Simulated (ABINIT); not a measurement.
# Quasiparticle gap of MgO (Fm-3m) in ABINIT, part 2 of 3

Wanted: ground state, empty states, screening and self-energy for MgO (Fm-3m).

ABINIT 10.8.3; PBE and many-body steps on it, plane waves. Known limits of the many-body steps: short of the basis limit.

So far. Step 2 (Ground state): The gap is direct, at Γ.

## (3) Bands along the symmetry lines

Level of this step: DFT, PBE, plane waves, norm-conserving pseudopotentials (ABINIT).

The cheap functional maps the bands first; the places of the edges decide which points the dearer methods must see.

Contents of run.abi:

```
acell 3*1.0 Angstrom
rprim 
  -0.000000000000 2.097001392700 2.097001392700
  2.097001392700 0.000000000000 2.097001392700
  2.097001392700 2.097001392700 0.000000000000
ntypat 2
znucl 12 8
natom 2
typat 1 2
xred 
  0.000000000000 0.000000000000 0.000000000000
  0.500000000000 0.500000000000 0.500000000000
pp_dirpath "pseudos"
pseudos "Mg.upf, O.upf"
ecut 38
iscf -2
irdden 1
kptopt 0
nkpt 50
kpt 
  0.00000000 0.00000000 0.00000000
  0.06250000 0.00000000 0.06250000
  0.12500000 0.00000000 0.12500000
  0.18750000 0.00000000 0.18750000
  0.25000000 0.00000000 0.25000000
  0.31250000 0.00000000 0.31250000
  0.37500000 0.00000000 0.37500000
  0.43750000 0.00000000 0.43750000
  0.50000000 0.00000000 0.50000000
  0.51562500 0.03125000 0.51562500
  0.53125000 0.06250000 0.53125000
  0.54687500 0.09375000 0.54687500
  0.56250000 0.12500000 0.56250000
  0.57812500 0.15625000 0.57812500
  0.59375000 0.18750000 0.59375000
  0.60937500 0.21875000 0.60937500
  0.62500000 0.25000000 0.62500000
  0.37500000 0.37500000 0.75000000
  0.32812500 0.32812500 0.65625000
  0.28125000 0.28125000 0.56250000
  0.23437500 0.23437500 0.46875000
  0.18750000 0.18750000 0.37500000
  0.14062500 0.14062500 0.28125000
  0.09375000 0.09375000 0.18750000
  0.04687500 0.04687500 0.09375000
  0.00000000 0.00000000 0.00000000
  0.06250000 0.06250000 0.06250000
  0.12500000 0.12500000 0.12500000
  0.18750000 0.18750000 0.18750000
  0.25000000 0.25000000 0.25000000
  0.31250000 0.31250000 0.31250000
  0.37500000 0.37500000 0.37500000
  0.43750000 0.43750000 0.43750000
  0.50000000 0.50000000 0.50000000
  0.50000000 0.46875000 0.53125000
  0.50000000 0.43750000 0.56250000
  0.50000000 0.40625000 0.59375000
  0.50000000 0.37500000 0.62500000
  0.50000000 0.34375000 0.65625000
  0.50000000 0.31250000 0.68750000
  0.50000000 0.28125000 0.71875000
  0.50000000 0.25000000 0.75000000
  0.50000000 0.21875000 0.71875000
  0.50000000 0.18750000 0.68750000
  0.50000000 0.15625000 0.65625000
  0.50000000 0.12500000 0.62500000
  0.50000000 0.09375000 0.59375000
  0.50000000 0.06250000 0.56250000
  0.50000000 0.03125000 0.53125000
  0.50000000 0.00000000 0.50000000
istwfk *1
nband 18
nbdbuf 5
tolwfr 1e-07
nstep 50
prtwf 0
prtvol 0
indata_prefix "in"
outdata_prefix "out"
tmpdata_prefix "tmp"
```

On the command line:

```console
$ OMP_NUM_THREADS=1 mpirun -n 8 abinit run.abi > log
```

What it wrote:

```text
.Version 10.8.3 of ABINIT. v10.8.2 released Aug 2026.

 Symmetries : space group Fm -3 m (#225); Bravais cF (face-center cubic)
[... echo of the input left out ...]
== DATASET  1 ==================================================================
-   mpi_nproc: 8, omp_nthreads: 1 (-1 if OMP is not activated)

--- !DatasetInfo
iteration_state: {dtset: 1, }
dimensions: {natom: 2, nkpt: 50, mband: 18, nsppol: 1, nspinor: 1, nspden: 1, mpw: 1411, }
cutoff_energies: {ecut:  38.0, pawecutdg:  -1.0, }
electrons: {nelect:   1.60000000E+01, charge:   0.00000000E+00, occopt:   1.00000000E+00, tsmear:   1.00000000E-02, }

 Real(R)+Recip(G) space primitive vectors, cartesian coordinates (Bohr,Bohr^-1):
 R(1)=  0.0000000  3.9627583  3.9627583  G(1)= -0.1261747  0.1261747  0.1261747
 R(2)=  3.9627583  0.0000000  3.9627583  G(2)=  0.1261747 -0.1261747  0.1261747
 R(3)=  3.9627583  3.9627583  0.0000000  G(3)=  0.1261747  0.1261747 -0.1261747
 Unit cell volume ucvol=  1.2445798E+02 bohr^3
 Angles (23,13,12)=  6.00000000E+01  6.00000000E+01  6.00000000E+01 degrees

 getcut: wavevector=  0.0000  0.0000  0.0000  ngfft=  32  32  32
         ecut(hartree)=     38.000   => boxcut(ratio)=   2.05769

--- Pseudopotential description ------------------------------------------------
- Mg Generated using ONCVPSP code by D. R. Hamann
- 12.00000  10.00000  171031                  znucl, zion, pspdat
12 -101130 1 -1 1510                          pspcod,pspxc,lmax,lloc,mmax
     nproj     2     2     0
  pspatm : epsatm=    9.22893308
         --- l  ekb(1:nproj) -->
             0    2.250005   -0.808630
             1   -6.469357   -2.503313
 pspatm: atomic psp has been read  and splines computed

- O Generated using ONCVPSP code by D. R. Hamann
-  8.00000   6.00000  171031                  znucl, zion, pspdat
12 -101130 2 -1 936                           pspcod,pspxc,lmax,lloc,mmax
     nproj     2     2     1
  pspatm : epsatm=    6.19545534
         --- l  ekb(1:nproj) -->
             0    6.056735    0.824024
[...]
2   -1.331955
 pspatm: atomic psp has been read  and splines computed

--------------------------------------------------------------------------------

================================================================================
 prteigrs : about to open file out_EIG
 Non-SCF case, kpt    1 (  0.00000  0.00000  0.00000), residuals and eigenvalues=
  9.42E-09  2.83E-08  6.52E-08  6.50E-09  9.60E-09  8.72E-08  1.35E-08  5.99E-08
  1.23E-08  8.79E-09  8.83E-09  5.02E-08  3.11E-08  1.44E-08  9.30E-08  4.67E-08
  9.90E-08  3.39E-08
 -2.4797E+00 -1.2578E+00 -1.2578E+00 -1.2578E+00 -4.5613E-01  1.7790E-01
  1.7790E-01  1.7790E-01  3.5778E-01  7.6721E-01  7.6721E-01  7.6721E-01
  9.0692E-01  9.8181E-01  9.8181E-01  1.0811E+00  1.0811E+00  1.0811E+00
 Non-SCF case, kpt    2 (  0.06250  0.00000  0.06250), residuals and eigenvalues=
  9.59E-09  1.47E-08  6.40E-09  6.19E-08  1.79E-08  2.84E-08  8.79E-09  2.99E-08
[...]
3.69E-08  4.79E-08
[...]
Non-SCF case, kpt    3 (  0.12500  0.00000  0.12500), residuals and eigenvalues=
[...]
Non-SCF case, kpt   49 (  0.50000  0.03125  0.53125), residuals and eigenvalues=
[...]
Non-SCF case, kpt   50 (  0.50000  0.00000  0.50000), residuals and eigenvalues=
[...]
1.2827E-01  1.2827E-01  5.1764E-01  5.5107E-01  6.6414E-01  8.8312E-01
  8.8312E-01  1.1269E+00  1.1843E+00  1.3299E+00  1.3299E+00  1.4468E+00

--- !ResultsGS
iteration_state: {dtset: 1, }
comment   : Summary of ground state results
lattice_vectors:
- [ -0.0000000,   3.9627583,   3.9627583, ]
- [  3.9627583,   0.0000000,   3.9627583, ]
- [  3.9627583,   3.9627583,   0.0000000, ]
lattice_lengths: [   5.60419,    5.60419,    5.60419, ]
lattice_angles: [ 60.000,  60.000,  60.000, ] # degrees, (23, 13, 12)
lattice_volume:   1.2445798E+02
convergence: {deltae:  0.000E+00, res2:  0.000E+00, residm:  9.989E-08, diffor:  0.000E+00, }
etotal    :  -7.60504444E+01
entropy   :   0.00000000E+00
fermie    :   1.77897150E-01
cartesian_stress_tensor: null
pressure_GPa: null
xred      :
- [  0.0000E+00,   0.0000E+00,   0.0000E+00, Mg]
- [  5.0000E-01,   5.0000E-01,   5.0000E-01,  O]
cartesian_forces: null
force_length_stats: {min: null, max: null, mean: null, }

 Integrated electronic density in atomic spheres:
 ------------------------------------------------
 Atom  Sphere_radius  Integrated_density
[...]
================================================================================

 ----iterations are completed or convergence reached----

 Mean square residual over all n,k,spin=   31.759E-09; max=  99.886E-09
 reduced coordinates (array xred) for    2 atoms
       0.000000      0.000000      0.000000
       0.500000      0.500000      0.500000

 cartesian coordinates (angstrom) at end:
    1      0.000000     0.000000     0.000000
    2      2.097001     2.097001     2.097001
 length scales=  1.889726  1.889726  1.889726 bohr
              =  1.000000  1.000000  1.000000 angstroms
 prteigrs : about to open file out_EIG
 Eigenvalues (hartree) for nkpt=  50  k points:
 kpt#   1, nband= 18, wtk=  1.00000, kpt=  0.0000  0.0000  0.0000 (reduced coord)
[...]
kpt#   2, nband= 18, wtk=  1.00000, kpt=  0.0625  0.0000  0.0625 (reduced coord)
[...]
kpt#   3, nband= 18, wtk=  1.00000, kpt=  0.1250  0.0000  0.1250 (reduced coord)
[...]
kpt#  49, nband= 18, wtk=  1.00000, kpt=  0.5000  0.0313  0.5313 (reduced coord)
[...]
1.33091    1.46604
 kpt#  50, nband= 18, wtk=  1.00000, kpt=  0.5000  0.0000  0.5000 (reduced coord)
  -2.47926   -1.26059   -1.25891   -1.25891   -0.39813    0.02762    0.12827    0.12827
   0.51764    0.55107    0.66414    0.88312    0.88312    1.12685    1.18428    1.32995
   1.32995    1.44675

== END DATASET(S) ==============================================================
================================================================================

 -outvars: echo values of variables after computation  --------
            nband          18
             nkpt          50
          spgroup         225
 [... the other variables as echoed above ...]

 Calculation completed.
```

Elapsed: 2.9 s, on 8 MPI ranks of AMD EPYC 7B13 (Zen 3), shared host; peak memory 0.07 GiB.

This step gave:

* gap: 4.895 eV
* k of the valence top: 0, 0, 0
* k of the conduction bottom: 0, 0, 0
* least direct gap: 4.895 eV

The gap is 4.895 eV, as in the run before at this level.

The electronic bands at the labelled points (eV, zero at the top of the highest filled band; v1 is the highest filled band, c1 the lowest empty one):

```csv
point,v4,v3,v2,v1,c1,c2,c3,c4
Γ,-17.25,0.00,0.00,0.00,4.89,16.04,16.04,16.04
halfway,-16.47,-2.63,-0.74,-0.74,8.23,11.31,15.69,17.68
X,-15.67,-4.09,-1.35,-1.35,9.24,10.15,13.23,19.19
halfway,-15.66,-3.94,-1.80,-1.30,9.63,10.67,13.07,18.82
U,-15.65,-3.50,-2.72,-1.15,10.22,11.95,12.66,18.34
jump to K,-15.65,-3.50,-2.72,-1.15,10.22,11.95,12.66,18.34
halfway,-16.39,-2.94,-1.18,-0.39,8.32,12.13,15.56,18.15
Γ,-17.25,0.00,0.00,0.00,4.89,16.04,16.04,16.04
halfway,-16.63,-2.66,-0.34,-0.34,7.24,12.72,16.87,16.87
L,-15.90,-4.64,-0.65,-0.65,8.02,12.76,16.49,16.49
halfway,-15.76,-4.02,-1.94,-0.99,9.80,12.34,13.67,17.10
W,-15.61,-2.96,-2.96,-1.78,11.77,11.77,12.35,15.74
halfway,-15.64,-3.79,-1.90,-1.57,10.13,11.04,12.89,17.56
X,-15.67,-4.09,-1.35,-1.35,9.24,10.15,13.23,19.19
```

The electronic bands as a text plot (rows in eV, shown from -8.0 to 10.9 only):

```
   10.5 |       ++ +++++  ++++                         +     ++++
    9.7 |         +++ ++++    ++                      +       ++
    8.9 |       ++   +                              ++          +
    8.1 |     ++                +              +++++
    7.4 |    +                   ++         +++
    6.6 |                          ++      +
    5.8 |  ++                            ++
    5.0 |++                          ++++
    4.2 |
    3.4 |
    2.6 |
    1.8 |
    1.1 |
    0.3 |**                        ********
   -0.5 | ******            **********  *  ***********
   -1.3 |  **   ************    *  **    **         ******   ****
   -2.1 |    *         **   **** **        *          **  ****
   -2.9 |     ****       ***    *           *           ****
   -3.7 |         *** **********             **       ***   ****
   -4.5 |            *                         *******          *
   -5.2 |
   -6.0 |
   -6.8 |
   -7.6 |
         Γ           X  U|K            Γ         L        W     X
```

## (4) Empty states on the mesh, 6×6×6 mesh, 152 bands

The sums over transitions need many empty states on a uniform mesh; this step solves for them.

Contents of run.abi:

```
acell 3*1.0 Angstrom
rprim 
  -0.000000000000 2.097001392700 2.097001392700
  2.097001392700 0.000000000000 2.097001392700
  2.097001392700 2.097001392700 0.000000000000
ntypat 2
znucl 12 8
natom 2
typat 1 2
xred 
  0.000000000000 0.000000000000 0.000000000000
  0.500000000000 0.500000000000 0.500000000000
pp_dirpath "pseudos"
pseudos "Mg.upf, O.upf"
ecut 38
ngkpt 6 6 6
nshiftk 1
shiftk 0 0 0
kptopt 1
chksymbreak 0
irdden 1
istwfk *1
nband 152
prtvol 0
optdriver 6
gwr_task "HDIAGO"
paral_kgb 0
occopt 1
indata_prefix "in"
outdata_prefix "out"
tmpdata_prefix "tmp"
```

What it wrote:

```text
[banner, memory and clock lines left out]
.Version 10.8.3 of ABINIT. v10.8.2 released Aug 2026.

 Symmetries : space group Fm -3 m (#225); Bravais cF (face-center cubic)
[... echo of the input left out ...]
== DATASET  1 ==================================================================
-   mpi_nproc: 8, omp_nthreads: 1 (-1 if OMP is not activated)

--- !DatasetInfo
iteration_state: {dtset: 1, }
dimensions: {natom: 2, nkpt: 16, mband: 152, nsppol: 1, nspinor: 1, nspden: 1, mpw: 1411, }
cutoff_energies: {ecut:  38.0, pawecutdg:  -1.0, }
electrons: {nelect:   1.60000000E+01, charge:   0.00000000E+00, occopt:   1.00000000E+00, tsmear:   1.00000000E-02, }

.Using double precision arithmetic; gwpc =  8

- Reading GS density from: in_DEN

--- Pseudopotential description ------------------------------------------------
- Mg Generated using ONCVPSP code by D. R. Hamann
- 12.00000  10.00000  171031                  znucl, zion, pspdat
12 -101130 1 -1 1510                          pspcod,pspxc,lmax,lloc,mmax
     nproj     2     2     0
  pspatm : epsatm=    9.22893308
         --- l  ekb(1:nproj) -->
             0    2.250005   -0.808630
             1   -6.469357   -2.503313
 pspatm: atomic psp has been read  and splines computed

- O Generated using ONCVPSP code by D. R. Hamann
-  8.00000   6.00000  171031                  znucl, zion, pspdat
12 -101130 2 -1 936                           pspcod,pspxc,lmax,lloc,mmax
     nproj     2     2     1
  pspatm : epsatm=    6.19545534
         --- l  ekb(1:nproj) -->
             0    6.056735    0.824024
             1   -4.717130   -1.149271
             2   -1.331955
 pspatm: atomic psp has been read  and splines computed

   2.46790215E+02                                ecore*ucvol(ha*bohr**3)

 Total charge density [el/Bohr^3]
)     Maximum=    3.3940E+00  at reduced coord.    0.0625    0.9375    0.9688
)     Minimum=    1.0142E-02  at reduced coord.    0.2500    0.2500    0.2500
   Integrated=    1.6000E+01

 === KS gaps after direct diagonalization ===
 Direct band gap semiconductor
 Fundamental gap:     4.895 (eV)
   VBM:     4.841 (eV) at k: [ 0.0000E+00,  0.0000E+00,  0.0000E+00]
   CBM:     9.736 (eV) at k: [ 0.0000E+00,  0.0000E+00,  0.0000E+00]
 Direct gap:         4.895 (eV) at k: [ 0.0000E+00,  0.0000E+00,  0.0000E+00]

== END DATASET(S) ==============================================================

 -outvars: echo values of variables after computation  --------
           etotal      0.0000000000E+00
            nband         152
             nkpt          16
          spgroup         225
 [... the other variables as echoed above ...]

 Calculation completed.
```

Run time: 4.8 s. Hardware: 8 MPI ranks; peak memory 1.3 GiB; 36 s of CPU time.

Numbers from this step:

```
gap                                                           : 4.895 eV
k of the valence top                                          : 0, 0, 0
k of the conduction bottom                                    : 0, 0, 0
least direct gap                                              : 4.895 eV
k points computed                                             : 16
lowest point of the top converged band, above the valence top : 203.5316 eV
```

On this mesh the gap is 4.895 eV.

## (5) Screening, 6×6×6 mesh, 144 bands, screening to 359.2 eV

The RPA dielectric matrix is built and inverted for each q.

This step: RPA screening on PBE, plane waves, norm-conserving pseudopotentials.

run.abi, as its differences from that of step 4:

```diff
@@ -20,10 +20,11 @@
 chksymbreak 0
-irdden 1
 istwfk *1
-nband 152
-prtvol 0
-optdriver 6
-gwr_task "HDIAGO"
-paral_kgb 0
 occopt 1
+irdwfk 1
+optdriver 3
+nband 144
+ecuteps 13.2
+inclvkb 2
+awtr 1
+symchi 1
 indata_prefix "in"
```

What it wrote:

```text
.Version 10.8.3 of ABINIT. v10.8.2 released Aug 2026.

 Symmetries : space group Fm -3 m (#225); Bravais cF (face-center cubic)
[... echo of the input left out ...]
== DATASET  1 ==================================================================
-   mpi_nproc: 8, omp_nthreads: 1 (-1 if OMP is not activated)

--- !DatasetInfo
iteration_state: {dtset: 1, }
dimensions: {natom: 2, nkpt: 16, mband: 144, nsppol: 1, nspinor: 1, nspden: 1, mpw: 1411, }
cutoff_energies: {ecut:  38.0, pawecutdg:  -1.0, }
electrons: {nelect:   1.60000000E+01, charge:   0.00000000E+00, occopt:   1.00000000E+00, tsmear:   1.00000000E-02, }

 SCREENING: Calculation of the susceptibility and dielectric matrices

 Based on a program developped by R.W. Godby, V. Olevano, G. Onida, and L. Reining.
 Incorporated in ABINIT by V. Olevano, G.-M. Rignanese, and M. Torrent.
.Using double precision arithmetic ; gwpc =  8

[... cell and pseudopotentials left out ...]
--------------------------------------------------------------------------------

 ==== K-mesh for the wavefunctions ====
 Number of points in the irreducible wedge :    16
[... list of points left out ...]
 Together with 48 symmetry operations and time-reversal symmetry
 yields   216 points in the full Brillouin Zone.

 ==== Q-mesh for the screening function ====
 Number of points in the irreducible wedge :    16
[... list of points left out ...]
 Together with 48 symmetry operations and time-reversal symmetry
 yields   216 points in the full Brillouin Zone.

 setmesh: FFT mesh size selected  =    25x   25x   25
          total number of points  =        15625

 vcoul_init : cutoff-mode = AUXILIARY_FUNCTION
 q-points for optical limit:   1
     1)      0.000010    0.000020    0.000030

- screening: taking advantage of time-reversal symmetry
- Maximum band index for partially occupied states nbvw = 8
- Remaining bands to be divided among processors   nbcw = 136
- Number of bands treated by each node ~17

 Number of electrons calculated from density =   16.0000; Expected =   16.0000
 average of density, n =  0.128557
 r_s =    1.2291
 omega_plasma =   34.5863 [eV]

 calculating chi0 at frequencies [eV] :
  1    0.000000E+00    0.000000E+00
  2    0.000000E+00    3.458631E+01

--------------------------------------------------------------------------------
  q-point number  1        q = ( 0.000000, 0.000000, 0.000000) [r.l.u.]
--------------------------------------------------------------------------------
[... chi0 elements left out ...]
 For q-point:  0.000010 0.000020 0.000030
  dielectric constant =   3.0151
  dielectric constant without local fields =   3.2379

  Average fulfillment of the sum rule on Im[epsilon] for q-point    1 :     82.53  [%]
[... wings left out ...]
  q-point number  2        q = ( 0.166667, 0.000000, 0.000000) [r.l.u.]
--------------------------------------------------------------------------------
[... chi0 elements left out ...]
  Average fulfillment of the sum rule on Im[epsilon] for q-point    2 :     94.82  [%]

 [... 14 further q-points ...]
```

The job ended after 45 s (8 MPI ranks; peak memory 1.6 GiB; 5.9 min of CPU time).

Numbers from this step:

* ε∞ with local fields, on this mesh: 3.015
* ε∞ without local fields, on this mesh: 3.238
* plasma frequency: 34.59 eV
* plane waves in the screening matrix: 283

Local fields lower ε∞ by 7 %.

(Part 2 of 3 ends here.)

[Long decimals in the printed logs are rounded to 6 places.]

[Logs are printed without paths, hosts, clocks, repeated set-up lines and the standing remarks that a program may print on its own settings, such as how far it seeks lower states.]

[Paths, hosts, dates, memory and timing lines, banners, echoed tables and standing remarks are left out of the program output; an Ansatz launch command may be rebuilt from the run's recorded settings. Measured values are a selection of at most five: reports struck by readers or far from the other reports are left out. None is set beside runs whose start may be inverted or whose files or cutoffs have a known fault.]

[Runs of the session that timed out or met a known fault of the program may be left out.]

[Hosts, paths, dates, database ids (printed as entryN), source tags and the programs' standing remarks are cut or masked in the printed files.]

[G0W0 gaps are taken among the corrected bands and points alone; a level outside them can change the order at an edge.]

[Where Ansatz stands beside ABINIT at settings called matched, ABINIT's density can come from a denser mesh and the files from another edition; pairs whose starting gaps differed by over 0.03 eV were left out, so agreement reads better than it is.]
